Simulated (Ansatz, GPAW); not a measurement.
# STM contrast on a 5-layer slab of Sr(110), part 3 of 3

Aim: Tersoff-Hamann images of a 5-layer slab of Sr(110) at several biases.

GPAW 26.7.0 and Ansatz 0.2.0; GPAW, PAW setups; slab in vacuum (the session's first sound run).

So far, upper work function (eV): step 2 (relaxation) 2.61; step 3 (bands at fixed density, height 3.5 Å, STM [-0.5, 0.5] V) 2.61.

## 4. A second plane-wave code

A second program with its own datasets checks the number independently.

This step: Ansatz plane waves; slab in vacuum with a dipole correction (Ansatz 0.2.0).

input.yaml reads:

```yaml
crystal:
  lattice:
    - [6.08, 0.0, 0.0]
    - [0.0, 4.2992092296, 0.0]
    - [0.0, 0.0, 26.5984184592]
  atoms:
    - { symbol: Sr, position: [0.0, 0.0, 0.3383659827] }
    - { symbol: Sr, position: [0.5, 0.4999989266, 0.4191828178] }
    - { symbol: Sr, position: [0.0, 0.0, 0.4998667335] }
    - { symbol: Sr, position: [0.5, 0.4999989266, 0.5798275304] }
    - { symbol: Sr, position: [0.0, 0.0, 0.6573291476] }
kpoints:
  mp_grid: { grid: [5, 7, 1] }
hamiltonian:
  xc: pbe
scf:
  occupations: { method: fermi_dirac, width: 0.1 }
efield:
  axis: 3
  dipole_correction: true
  ramp_width: 0.05
output:
  forces: true
  band_densities: [{ e_range: [-0.5, 0] }, { e_range: [0, 0.5] }]
  write_potential: true
  write_density: true
  volumetric_format: npy
  elf: true
```

Command:

```bash
$ ansatz run input.yaml --threads 4 --pin off --max-ram 8192MiB --backend cpu --events-out ev --progress --plain --runs-dir out
```

Wall time 15 s (4 threads of Intel Xeon Platinum 8259CL at 2.50GHz (Skylake/Cascade Lake), shared host); peak memory 1.1 GiB.

This step gave:

```
free energy                     : -17719.9085 eV
smearing term TS                : 0.2347 eV
symmetry operations             : 4
upper work function             : 2.605 eV
lower work function             : 2.599 eV
dipole along the normal         : -9.29e-4 e·Å
dipole field                    : -2.42e-4 V/Å
vacuum level above              : 3.126 eV
vacuum level below              : 3.120 eV
corrugation e range -0.5 0 3.5  : 0.5865 Å
decay e range -0.5 0            : 0.8079 Å⁻¹
apparent barrier e range -0.5 0 : 2.487 eV, hbar² kappa² / 2m (holds the in-plane momentum too)
corrugation e range 0 0.5 3.5   : 0.1883 Å
decay e range 0 0.5             : 0.7482 Å⁻¹
apparent barrier e range 0 0.5  : 2.133 eV, hbar² kappa² / 2m (holds the in-plane momentum too)
```

The electrostatic potential energy of an electron (with the applied field's), less the Fermi level, planar mean oscillates, so the rows of the table below give means over windows of 2.07 Å about each position, cut where the curve ends. Its maxima inside the range that stand out by 2 % of the span (Å: eV): 10.0: -0.983, 12.3: -0.849, 14.3: -0.887, 16.4: -1.28. Its minima: 9.0: -8.19, 11.1: -7.77, 13.3: -7.95, 15.4: -7.83, 17.4: -8.19.

Table of electrostatic potential energy of an electron (with the applied field's), less the Fermi level, planar mean by z; means over each step:

z (Å), electrostatic potential energy of an electron (with the applied field's), less the Fermi level, planar mean (eV) and a bar from the least value:
```
     1.03       2.60 ##############################
     3.10       2.60 ##############################
     5.17       2.56 ##############################
     7.24       1.48 #########################
     9.31      -4.16 
    11.38      -4.00 #
    13.45      -4.06 
    15.52      -4.12 
    17.59      -4.02 #
    19.66       2.05 ############################
    21.73       2.59 ##############################
    23.80       2.60 ##############################
    25.87       2.60 ##############################
```

The valence density, planar mean by z:

z (Å), valence density, planar mean (e/Å³) and a bar:
```
      3.5      0.000 
      4.0      0.000 
      4.5      0.000 
      5.0      0.000 
      5.5      0.001 
      6.0      0.001 
      6.5      0.003 
      7.0      0.007 #
      7.5      0.014 ##
      8.0      0.047 #####
      8.5      0.183 #####################
      9.0      0.258 #############################
      9.5      0.192 ######################
     10.0      0.080 #########
     10.5      0.150 #################
     11.0      0.262 #############################
     11.5      0.236 ###########################
     12.0      0.098 ###########
     12.5      0.110 ############
     13.0      0.247 ############################
     13.5      0.256 #############################
     14.0      0.133 ###############
     14.5      0.088 ##########
     15.0      0.219 #########################
     15.5      0.267 ##############################
     16.0      0.176 ####################
     16.5      0.089 ##########
     17.0      0.199 ######################
     17.5      0.259 #############################
     18.0      0.179 ####################
     18.5      0.045 #####
     19.0      0.014 ##
     19.5      0.007 #
     20.0      0.003 
     20.5      0.001 
     21.0      0.001 
     21.5      0.000 
     22.0      0.000 
     22.5      0.000 
     23.0      0.000
```

E_range_-0.5_0. The planar mean of the window's density by height over the top atom:

```
height over the top atom (Å)  planar mean of the window's density (e/Å³)
                        1.50                                     0.00343
                        1.90                                     0.00237
                        2.10                                     0.00190
                        2.50                                     0.00115
                        2.70                                      8.8e-4
                        3.10                                      4.9e-4
                        3.30                                      3.6e-4
                        3.70                                      1.9e-4
                        3.90                                      1.4e-4
                        4.30                                      7.3e-5
                        4.50                                      5.2e-5
                        4.90                                      2.7e-5
                        5.10                                      1.9e-5
                        5.50                                      9.4e-6
                        5.70                                      6.6e-6
                        6.10                                      3.3e-6
                        6.30                                      2.3e-6
                        6.70                                      1.1e-6
                        6.90                                      7.6e-7
                        7.30                                      3.6e-7
                        7.50                                      2.4e-7
                        7.90                                      1.0e-7
```

Density over a1 and a2. Constant height 3.5 Å over the top atom, window e_range_-0.5_0.

Values in units of 1e-4 e/Å³, 12 rows by 16 columns, each cell a mean:
```
3.8 3.6 3.3 3.0 2.6 2.3 2.0 1.9 1.9 2.0 2.2 2.5 2.9 3.2 3.5 3.7
3.7 3.6 3.3 2.9 2.6 2.2 2.0 1.9 1.8 1.9 2.1 2.4 2.8 3.2 3.5 3.7
3.7 3.5 3.2 2.9 2.5 2.2 1.9 1.8 1.8 1.9 2.1 2.4 2.7 3.1 3.4 3.6
3.6 3.4 3.1 2.8 2.4 2.1 1.9 1.7 1.7 1.8 2.0 2.3 2.6 3.0 3.3 3.5
3.5 3.4 3.1 2.7 2.3 2.0 1.8 1.7 1.6 1.7 1.9 2.2 2.6 2.9 3.3 3.5
3.5 3.3 3.0 2.7 2.3 2.0 1.8 1.6 1.6 1.7 1.9 2.2 2.5 2.9 3.2 3.4
3.5 3.3 3.0 2.7 2.3 2.0 1.8 1.6 1.6 1.7 1.9 2.2 2.6 2.9 3.2 3.4
3.5 3.4 3.1 2.7 2.4 2.0 1.8 1.7 1.7 1.8 2.0 2.2 2.6 3.0 3.3 3.5
3.6 3.5 3.2 2.8 2.4 2.1 1.9 1.8 1.7 1.8 2.0 2.3 2.7 3.1 3.4 3.6
3.7 3.5 3.3 2.9 2.5 2.2 2.0 1.8 1.8 1.9 2.1 2.4 2.8 3.1 3.5 3.7
3.8 3.6 3.3 3.0 2.6 2.3 2.0 1.9 1.9 2.0 2.2 2.5 2.8 3.2 3.5 3.7
3.8 3.6 3.4 3.0 2.6 2.3 2.1 1.9 1.9 2.0 2.2 2.5 2.9 3.2 3.6 3.8
```
Columns: a1 from 0 to 0.978; rows upwards: a2 from 0 to 0.967.

Tip height over the top atom over a1 and a2. Constant current at the density 2.638e-04 e/Å^3, window e_range_-0.5_0.

Values in Å, 12 rows by 16 columns, each cell a mean:
```
3.72 3.69 3.65 3.58 3.49 3.40 3.33 3.28 3.27 3.31 3.37 3.46 3.55 3.62 3.68 3.71
3.71 3.69 3.64 3.57 3.48 3.39 3.31 3.26 3.25 3.29 3.36 3.45 3.54 3.61 3.67 3.70
3.70 3.67 3.62 3.55 3.46 3.37 3.28 3.23 3.22 3.26 3.33 3.43 3.52 3.60 3.66 3.69
3.68 3.66 3.61 3.53 3.44 3.34 3.25 3.20 3.19 3.23 3.31 3.41 3.50 3.58 3.64 3.68
3.67 3.65 3.59 3.52 3.42 3.32 3.22 3.17 3.16 3.20 3.28 3.38 3.48 3.57 3.63 3.67
3.67 3.64 3.59 3.51 3.41 3.31 3.21 3.15 3.14 3.18 3.27 3.37 3.48 3.56 3.62 3.66
3.67 3.64 3.59 3.51 3.41 3.31 3.21 3.15 3.14 3.19 3.27 3.38 3.48 3.56 3.63 3.66
3.68 3.65 3.60 3.52 3.43 3.32 3.23 3.18 3.17 3.21 3.29 3.39 3.49 3.57 3.64 3.67
3.69 3.66 3.61 3.54 3.45 3.35 3.27 3.21 3.20 3.24 3.32 3.41 3.51 3.59 3.65 3.68
3.70 3.68 3.63 3.56 3.47 3.38 3.29 3.24 3.23 3.27 3.35 3.44 3.53 3.61 3.66 3.70
3.71 3.69 3.64 3.57 3.49 3.40 3.32 3.27 3.26 3.30 3.37 3.46 3.54 3.62 3.68 3.71
3.72 3.69 3.65 3.58 3.50 3.41 3.33 3.28 3.27 3.31 3.38 3.46 3.55 3.63 3.68 3.71
```
Columns: a1 from 0 to 0.978; rows upwards: a2 from 0 to 0.967.

E_range_0_0.5. The planar mean of the window's density by height over the top atom:

height over the top atom (Å), log10 planar mean of the window's density (e/Å³) and a bar from the least value:
```
     1.50       -2.2 ##############################
     1.90       -2.3 #############################
     2.10       -2.4 ############################
     2.50       -2.6 ###########################
     2.70       -2.8 ##########################
     3.10       -3.0 ########################
     3.30       -3.1 #######################
     3.70       -3.4 #####################
     3.90       -3.5 ####################
     4.30       -3.8 ##################
     4.50       -3.9 #################
     4.90       -4.2 ###############
     5.10       -4.3 ##############
     5.50       -4.6 ############
     5.70       -4.7 ###########
     6.10       -5.0 #########
     6.30       -5.1 ########
     6.70       -5.4 ######
     6.90       -5.6 #####
     7.30       -5.9 ###
     7.50       -6.0 ##
     7.90       -6.3
```

Density over a1 and a2. Constant height 3.5 Å over the top atom, window e_range_0_0.5.

Values in units of 1e-4 e/Å³, 12 rows by 16 columns, each cell a mean:
```
5.4 5.5 5.5 5.6 5.6 5.5 5.4 5.3 5.3 5.4 5.4 5.5 5.6 5.6 5.5 5.4
5.7 5.7 5.7 5.7 5.7 5.5 5.4 5.3 5.3 5.4 5.5 5.6 5.7 5.7 5.7 5.7
6.1 6.1 6.0 6.0 5.8 5.6 5.5 5.4 5.4 5.4 5.6 5.8 5.9 6.0 6.1 6.1
6.5 6.5 6.3 6.2 6.0 5.7 5.6 5.4 5.4 5.5 5.7 5.9 6.1 6.3 6.4 6.5
6.8 6.8 6.6 6.4 6.1 5.8 5.6 5.5 5.5 5.5 5.7 6.0 6.3 6.5 6.7 6.8
7.0 6.9 6.7 6.4 6.2 5.9 5.6 5.5 5.5 5.6 5.8 6.0 6.3 6.6 6.8 7.0
6.9 6.9 6.7 6.4 6.1 5.9 5.6 5.5 5.5 5.6 5.8 6.0 6.3 6.6 6.8 6.9
6.7 6.7 6.5 6.3 6.1 5.8 5.6 5.5 5.4 5.5 5.7 6.0 6.2 6.4 6.6 6.7
6.3 6.3 6.2 6.1 5.9 5.7 5.5 5.4 5.4 5.5 5.6 5.8 6.0 6.2 6.3 6.3
5.9 5.9 5.9 5.9 5.7 5.6 5.5 5.4 5.4 5.4 5.5 5.7 5.8 5.9 5.9 5.9
5.6 5.6 5.6 5.7 5.6 5.5 5.4 5.3 5.3 5.4 5.5 5.6 5.6 5.7 5.6 5.6
5.4 5.4 5.5 5.6 5.5 5.5 5.4 5.3 5.3 5.3 5.4 5.5 5.6 5.5 5.5 5.4
```
Columns: a1 from 0 to 0.978; rows upwards: a2 from 0 to 0.967.

Tip height over the top atom over a1 and a2. Constant current at the density 5.849e-04 e/Å^3, window e_range_0_0.5.

Ten even steps from '0' (3.43 Å) to '9' (3.62 Å), each cell a mean:
```
000111111110000000001111111100
111122222111000000011122221111
222222222211000000011222222222
333333332211000000112233333333
555544433221100000112334444555
666655543322110001122344556666
777766554322110011123345667777
888877654432111111223455677888
999887665432211111223456778899
999988765432211111234456788999
999988765432211111234456788999
999988765432211111234456788999
999887765432211111223456778899
888877655432111111223456678888
777776654332110011123445667777
666665544322110001123344556666
555554443321100000112334455555
444444333211100000112233344444
223333322211000000011222333322
111222222111000000011122222111
001111111110000000001111111100
000111111110000000001111111000
```
Columns: a1 from 0 to 0.978; rows upwards: a2 from 0 to 0.967.

Force by atom:

```
atom  x (eV/Å)  y (eV/Å)  z (eV/Å)    size
 Sr1    0.0000    0.0000    0.0655  0.0655
 Sr2    0.0000    0.0000    0.0015  0.0015
 Sr3    0.0000    0.0000   -0.0450  0.0450
 Sr4    0.0000    0.0000   -0.0389  0.0389
 Sr5    0.0000    0.0000    0.0169  0.0169
```

Band density in the ca plane at fractional y = 0.000, with atoms of Sr within 0.2 Å of it.

Ten steps, logarithmic in the rise over the least value, from '0' (0.00 × 1e-2 Å⁻³) to '9' (2.32 × 1e-2 Å⁻³), each cell a mean:
```
45556898646777766888866777764689965554321100
45566678667777765688756777776688766554321100
45566777777777766677766777777787766554321000
34566778888777777777777777778888776554321000
34566778888777777777777777788888766543221000
34556777888877777777777777788887766543211000
33456677788877777777777777888877765543211000
33456677788877777777777777888877665443211000
33456677788877777777777777888877765443211000
34456677888877777777777777788877765543211000
34556778888777777777777777788887766543211000
34566778888777777777777777788888776543321000
44566778877777776777766777777888776554321000
45566677777777766678766777777787666554321100
45555788656777765788866777775688865554321100
45556998746777766888976777764689965554321100
```
Columns run along c (16.0 Å, from fractional 0.24 to 0.85 of the cell), rows up along a (6.1 Å). Atoms in or near the plane, at fractional coordinates: Sr at (0.34, 0.00), Sr at (0.50, 0.00), Sr at (0.66, 0.00).

Band density in the ca plane at fractional y = 0.000, with atoms of Sr within 0.2 Å of it.

Ten steps, logarithmic in the rise over the least value, from '0' (0.01 × 1e-2 Å⁻³) to '9' (4.01 × 1e-2 Å⁻³), each cell a mean:
```
34446998767788888998998888876789974443221000
34456899877888888888888888888899865443321000
34556777788888888776778888888777765543321000
34566677788888887777778888888877766544321000
34566777888888888777778888888877766544321000
34566777888888888777788888888887766544321000
34566778888888888888888888888887766543321000
34566778888888888888888888888887766543321000
34566778888888888888888888888887766543321000
34566778888888888777788888888887766543321000
34566777888888888777778888888887766544321000
34566777888888887777778888888877766544321000
34556677788888887776778888888777766544321000
34456788888888888877888888888888765543321000
34446899877888888998988888877899965443321000
34446997646788888986998888775669974433221000
```
Columns run along c (16.0 Å, from fractional 0.24 to 0.85 of the cell), rows up along a (6.1 Å). Atoms in or near the plane, at fractional coordinates: Sr at (0.34, 0.00), Sr at (0.50, 0.00), Sr at (0.66, 0.00).

ELF in the ca plane at fractional y = 0.000, with atoms of Sr within 0.2 Å of it. It is the smooth field of the valence electrons, not physical close to the nuclei.

Ten even steps from '0' (0.00) to '9' (0.86), each cell a mean:
```
21017974894023117964893123139846982012321000
31004899972134203899961134116999951012211000
22101367521255311366520255311466410122210000
22210011112566531111112466531111001222110000
12322112245666554222234566664321122322100000
12234445667655556555556555667655443321000000
01234556776554456666666544567766543211000000
01234556666544456666665444566766543210000000
01234556776544456666665544567766543210000000
11234556677655556666666555567766543221000000
12333333456666555433445566666543333321100000
22211111124666542111123566642111111222100000
22100133211356420133211356411233200122210000
32002699851145202699841144214899730012210000
21015998993134115988982133128988961012221000
21017951695023117931794022139713982012321000
```
Columns run along c (16.0 Å, from fractional 0.24 to 0.85 of the cell), rows up along a (6.1 Å). Atoms in or near the plane, at fractional coordinates: Sr at (0.34, 0.00), Sr at (0.50, 0.00), Sr at (0.66, 0.00).

The upper face's work function is 2.605 eV, against 2.607 eV in the first plane-wave PBE run at this geometry.

## 5. Side by side

Results and costs are gathered.

This step: comparison of work functions, dipole and cost (GPAW 26.7.0).

Ladder, by row:

```
  step    code  work function, upper (eV)  work function, lower (eV)  dipole (e Å)  wall time (s)  peak memory (GiB)  threads
    pw    GPAW                      2.607                      2.601      -9.11e-4          418.5               0.64        1
ansatz  Ansatz                      2.605                      2.599      -9.29e-4          15.35              1.119        4
```

## 6. Results

```
work function, upper and lower face : 2.607 and 2.601 eV
dipole along the normal             : -9.1e-4 e Å
corrugation at -0.5 V               : 0.596 Å
corrugation at 0.5 V                : 0.206 Å
```

**Reading.** The corrugation at constant current is largest at -0.5 V, where the tip height varies by 0.60 Å over the cell. Negative sample bias images filled states, positive bias empty ones. The measured value for polycrystalline Sr, which weights the faces of low work function, is 2.59 eV (as compiled in "Anisotropic work function of elemental crystals", 2019, arxiv:1902.07811); the relaxed upper face lies 0.017 eV over it with PBE. Measured work functions scatter by a tenth of an eV or more between methods. The two plane-wave codes differ by 0.0023 eV on the upper face. The images are of Tersoff-Hamann type: an s-wave tip, no tip-sample forces, heights closer than in a microscope. Ansatz gives corrugations of 0.59 Å at -0.5 V (GPAW 0.60) and 0.19 Å at 0.5 V (GPAW 0.21). GPAW's time includes a further run over the whole zone for the images, so the two times are not like for like. The small printed dipole stands for a step of 6.3 meV from the lower to the upper face, and the probes find 6.5 meV; values this small are near the numerical noise of both. The in-plane lattice was kept as typed, which isn't the functional's own and leaves some strain; spin-orbit coupling and temperature are left out.

[Logs are printed without paths, hosts, clocks, repeated set-up lines and the standing remarks that a program may print on its own settings, such as how far it seeks lower states.]

[Hosts, paths, dates, database ids (printed as entryN), source tags and the programs' standing remarks are cut or masked in the printed files.]
